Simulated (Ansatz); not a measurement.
# Diamond (Fd-3m, 2 atoms a cell): a many-body input that goes wrong, and its mend

A first try at the G0W0 gap of Diamond (Fd-3m, 2 atoms a cell), what the program said, and an input that works.

Method: G0W0 on PBE, plane waves, PAW; PAW set soft_1, in Ansatz 0.2.0.

### Step 1. The structure

Symmetry: Fd-3m, No. 227, cubic system. Conventional cell: a = 3.567 Å, b = 3.567 Å, c = 3.567 Å, α = 90.00°, β = 90.00°, γ = 90.00°. Nearest to C lie 4 C at 1.54 Å.

The cell and positions come from the Crystallography Open Database and are kept as given unless a step says otherwise.

### Step 2. First try

File input.yaml:

```yaml
crystal:
  lattice:
    - [0.0, 1.78337, 1.78337]
    - [1.78337, 0.0, 1.78337]
    - [1.78337, 1.78337, 0.0]
  atoms:
    - { symbol: C, position: [0.0, 0.0, 0.0] }
    - { symbol: C, position: [0.25, 0.25, 0.25] }
kpoints:
  mp_grid: { grid: [8, 8, 8] }
hamiltonian:
  xc: pbe
  pseudopotentials: { kind: paw, azcp: { folder: soft_1 } }
scf:
  occupations: { method: fixed }
gw:
  n_empty_bands: 2
  ecut_chi: 80
  qp_bands: [v2, c2]
  qp_kpoints: band_edges
  screening: { model: contour_deformation }
```

On the command line:

```console
> ansatz run input.yaml --threads 3 --pin off --max-ram 92160MiB --backend cuda --events-out ev --progress --plain --runs-dir out --devices 1 --max-vram 13GiB
```

Numbers of over 12 decimals in the logs are rounded to 6 here.

The log of the run:

```text
GPUs: using 1 of 1 available (devices: 1).
Engine: ansatz 0.2.0, x86_64-unknown-linux-gnu
Pseudopotentials: kind: paw
Pseudopotential: C, paw, valence charge 4, recommended cutoff 420 eV (normal), soft_1/C.paw.azcp
Functional definition: PBE
  parameter kappa = 0.804
  parameter beta = 0.066725
  exchange = pbe_x(kappa = kappa, mu = beta*pi^2/3)
  correlation = pbe_c(beta = beta)
device memory: the entry about to start is reckoned to put 0.3 GiB on a device that reports 58.5 GiB free (of which the cap on the GPU budget leaves the run 13.0 GiB)
GPU FFT provider: cuFFT
GPU libraries: cuBLAS 13.8.2, cuFFT 12.4.0, cuSOLVER 12.3.4
Crystal: 2 atoms, lattice volume = 11.344 Å³
Basis set: ecut = 420 eV, 229 PW (Γ)
Bands: 8, of which v1, the nominal top of the filled ones, is band 4 counted from 1 (3 counted from 0)
Symmetry: 48 space group operations
Space group: Fd-3m (ITA 227), of the structure as read, at distance tolerance 2.2e-5 Å
k-points: 29 of 512
Non-local potential: C, projectors of the file, l = 0: 2, l = 1: 2, l = 2: 1
PAW form: soft (Blöchl's): semilocal exchange-correlation on the pseudo side does not see the compensation charge
PAW one-centre angular grid: C, 110 points (default); XC on 64 Gauss nodes
Initial density: superposition of atomic densities (chi_scale 0.1, normalization cell)
Initial wavefunctions: pseudopotential atomic-orbital guess
GPU buffer pool allocated for 5832 grid points (all kernels)
GPU transforms: local potential and band sums: pruned to the plane-wave sphere, on 18×18×18
Functional: x = pbe(κ = 0.804, μ = 0.219515), c = pbe(β = 0.066725)
SCF iter   1: F=—  HF=-502.167542 eV  |F-HF|=—  |Δ(HF+E_count)|=         —  Δρ=1.39e-1  dr2=1.54e0  ethr=3.10e-3  ⟨swp⟩=4.0  Hψ=1373  notcnv=0  defer=47
preconditioner: auto → none  [insulator: Δε(μ)=4.822 eV  Ē_g=19.616 eV  n_scr=0 (ndim 8)  ℏωp=31.2 eV  f_vac=0.000  ε∞_Penn≈3.5]
SCF iter   2: F=—  HF=-501.665307 eV  |F-HF|=—  |Δ(HF+E_count)|=   5.02e-1  Δρ=5.56e-2  dr2=2.18e-1  ethr=3.10e-3  ⟨swp⟩=2.7  Hψ=635  notcnv=0  defer=42
SCF iter   3: F=—  HF=-501.613143 eV  |F-HF|=—  |Δ(HF+E_count)|=   5.22e-2  Δρ=5.96e-3  dr2=1.30e-3  ethr=2.72e-3  ⟨swp⟩=3.0  Hψ=414  notcnv=0  defer=50
SCF iter   4: F=—  HF=-501.613647 eV  |F-HF|=—  |Δ(HF+E_count)|=   5.04e-4  Δρ=2.75e-4  dr2=3.61e-6  ethr=1.62e-5  ⟨swp⟩=2.9  Hψ=355  notcnv=0  defer=56
SCF iter   5: F=-501.613649 eV  HF=-501.613649 eV  |F-HF|=6.66e-8  |Δ(HF+E_count)|=   2.09e-6  Δρ=3.58e-5  dr2=3.50e-8  ethr=1.25e-9  ⟨swp⟩=5.0  Hψ=1115  notcnv=0
SCF 1 converged in 5 iterations: F = -501.613649 eV  dr2 = 3.50e-8
[...]
device memory: the entry about to start is reckoned to put 0.4 GiB on a device that reports 58.5 GiB free (of which the cap on the GPU budget leaves the run 13.0 GiB)
NSCF: frozen V_eff on 29 k-points, pencils in batches of 32, up to order 32
[...]
device memory: the entry about to start is reckoned to put 0.3 GiB on a device that reports 60.6 GiB free (of which the cap on the GPU budget leaves the run 13.0 GiB)
NSCF: frozen V_eff on 29 k-points, pencils in batches of 32, up to order 44
SCF converged after 5 iterations
Free energy (F): -501.613649 eV
Harris-Foulkes:  -501.613649 eV  (|F-HF|=6.66e-8)
Internal energy: -501.613649 eV  (E = F + TS)
E sigma→0 (E₀):  -501.613649 eV
Fermi energy:    13.347481 eV
--- Per-component energies (eV) ---
  E_band       = 34.937870
  E_kinetic    = 179.785607
  E_local      = -110.390509  (includes V_loc(G=0)·N_el)
  E_nonlocal   = 45.822306
  E_hartree    = 26.465699
  E_xc         = -95.426043
  E_vxc        = -117.854629  (∫ρ·V_xc dr)
  E_paw        = -199.909389  (= ΣΔE_a)
  E_vpaw       = -15.356133  (= ΣTr[D̂ρ^β])
  E_aug_tail   = 0.000043  (compensation charges beyond the density's cutoff)
  E_ewald      = -347.961363
  E_smearing   = -0.000000  (= −TS)
  E_closure    = 0.000000  (closes the sum)
  Σ components = -501.613649   (vs F -501.613649, Δ=0.00e0)
--- Band table (eV; the first three rows and the last of 29) ---
  k-point 0: bands = ["-8.1402", "13.3475", "13.3475", "13.3475", "18.9397", "18.9397", "18.9397", "26.5977"]
  k-point 1: bands = ["-7.7079", "10.9318", "12.6943", "12.6943", "19.7965", "19.7965", "20.2203", "26.9709"]
  k-point 2: bands = ["-6.4242", "6.7537", "11.5977", "11.5977", "21.1373", "21.1373", "21.4784", "27.9260"]
  k-point 28: bands = ["1.3678", "1.3678", "5.0186", "5.0186", "23.9675", "23.9675", "25.6379", "25.6379"]
```

Run time: 7.8 s. Hardware: 1 × NVIDIA H100 80GB HBM3 (shared by 6 runs) with 3 threads of AMD EPYC 7R13 (Zen 3), shared host; peak memory 0.84 GiB.

**What went wrong?**

The self-consistent loop converged; the step after it was not made. The program's words: G₀W₀ refused: the quasiparticle rows reach c2, inside the degenerate multiplet of c1 to c3 at k-index 0, which gw.n_empty_bands = 2 cuts: a row's own level would stand in its own sum at a weight under one; raise gw.n_empty_bands to 3 or more, or end gw.qp_bands at v1 or below

The fault: two empty bands. The screening and the self-energy are sums over empty states, and two bands hold almost none of them; where the cut also splits a degenerate level, the program refuses for that.

### Step 3. A better input

Now the one-shot GW correction: screening in the RPA, then the self-energy of the levels asked for. This step takes PAW set soft_1 files.

input.yaml: that of step 2 with these lines changed.

```diff
@@ -9,3 +9,3 @@
 kpoints:
-  mp_grid: { grid: [8, 8, 8] }
+  mp_grid: { grid: [10, 10, 10] }
 hamiltonian:
@@ -16,4 +16,4 @@
 gw:
-  n_empty_bands: 2
-  ecut_chi: 80
+  n_empty_bands: 47
+  ecut_chi: 150.0
   qp_bands: [v2, c2]
```

The log of the run:

```text
GPUs: using 1 of 1 available (devices: 1).
[...]
GPU FFT provider: cuFFT
GPU libraries: cuBLAS 13.8.2, cuFFT 12.4.0, cuSOLVER 12.3.4
Crystal: 2 atoms, lattice volume = 11.344 Å³
Basis set: ecut = 420 eV, 229 PW (Γ)
Bands: 8, of which v1, the nominal top of the filled ones, is band 4 counted from 1 (3 counted from 0)
[... 1 set-up line as in the run before ...]
[...]
k-points: 47 of 1000
[...]
GPU buffer pool allocated for 5832 grid points (all kernels)
[...]
SCF iter   1: F=—  HF=-502.168020 eV  |F-HF|=—  |Δ(HF+E_count)|=         —  Δρ=1.39e-1  dr2=1.54e0  ethr=3.10e-3  ⟨swp⟩=4.0  Hψ=2232  notcnv=0  defer=69
[...]
SCF iter   5: F=-501.614362 eV  HF=-501.614362 eV  |F-HF|=6.55e-8  |Δ(HF+E_count)|=   2.10e-6  Δρ=3.58e-5  dr2=3.50e-8  ethr=1.25e-9  ⟨swp⟩=5.0  Hψ=1792  notcnv=0
SCF 1 converged in 5 iterations: F = -501.614362 eV  dr2 = 3.50e-8
[...]
0     3     13.3471   -20.0607     1.7088   -17.7676  0.8290    12.7617    12.7629  root
     0     4     13.3471   -20.0607     1.7088   -17.7676  0.8290    12.7617    12.7629  root
     0     5     18.9394   -10.2914    -4.9946   -16.3866  0.8291    20.0452    20.0400  root
     0     6     18.9394   -10.2914    -4.9946   -16.3866  0.8291    20.0452    20.0400  root
     1     3     12.9002   -20.0418     1.8148   -17.6221  0.8278    12.2940    12.2953  root
     1     4     12.9002   -20.0418     1.8148   -17.6221  0.8278    12.2940    12.2953  root
     1     5     19.5249   -10.2557    -5.1605   -16.5453  0.8268    20.6598    20.6540  root
     1     6     19.5249   -10.2557    -5.1605   -16.5453  0.8268    20.6598    20.6540  root
[...]
46     3      5.2178   -20.8005     4.1230   -15.5774  0.7912     4.1063     4.1178  root
    46     4      5.2178   -20.8005     4.1230   -15.5774  0.7912     4.1063     4.1178  root
    46     5     22.7203    -8.3967    -5.9901   -15.3368  0.8218    23.6762    23.6703  root
    46     6     22.7203    -8.3967    -5.9901   -15.3368  0.8218    23.6762    23.6703  root
[key lines of the parts left out:]
SCF converged after 5 iterations
Free energy (F): -501.614362 eV
Fermi energy:    13.347118 eV
```

Wall time 55 s (1 × NVIDIA H100 80GB HBM3 (shared by 6 runs) with 3 threads); peak memory 0.97 GiB; 67 s of CPU time.

Numbers from this step:

| Item | Value |
| --- | --- |
| bands summed | 51 |
| RPA ε∞ on this mesh (eigenvalues) | 5.560, 5.560, 5.560 |
| plane waves in the screening matrix | 59 |
| q-points in the mesh | 1000 |
| G0W0 gap on the mesh | 5.422 eV |
| k of the valence top | 0, 0, 0 |
| k of the conduction bottom | 0, 0.4, 0.4 |
| starting gap on the mesh | 4.179 eV |
| Z at the valence top | 0.8290 |
| Z at the conduction bottom | 0.8406 |
| least direct G0W0 gap on the computed points | 7.277 eV |

The gap on the mesh goes from 4.18 eV to 5.42 eV, a correction of +1.24 eV. Between the two edge states, bare exchange in place of the xc potential would open the gap by 7.75 eV, and correlation takes back 6.51 eV.

### Step 4. Results

```
first try  : the many-body step was refused after 7.8 s
better run : G0W0 gap on the mesh 5.42 eV (10×10×10 mesh, 47 empty bands, screening to 150 eV, PAW set soft_1 files)
```

**Reading.** The second run differs in: mesh, empty bands and screening cutoff (eV). Bands and cutoff are finite, so the gap is not at the basis limit. The miss can reach some tenths of an eV and take either sign; the mesh is an error of its own.

[Paths, hosts, dates, memory and timing lines, banners, echoed tables and standing remarks are left out of the program output.]

[Logs are printed without paths, hosts, clocks, repeated set-up lines and the standing remarks that a program may print on its own settings, such as how far it seeks lower states.]

[Runs of the session that timed out or met a known fault of the program may be left out.]

[Cells called generated may have been cut or substituted from an entry of the Crystallography Open Database or the Materials Project.]

[Hosts, paths, dates, database ids (printed as entryN), source tags and the programs' standing remarks are cut or masked in the printed files.]
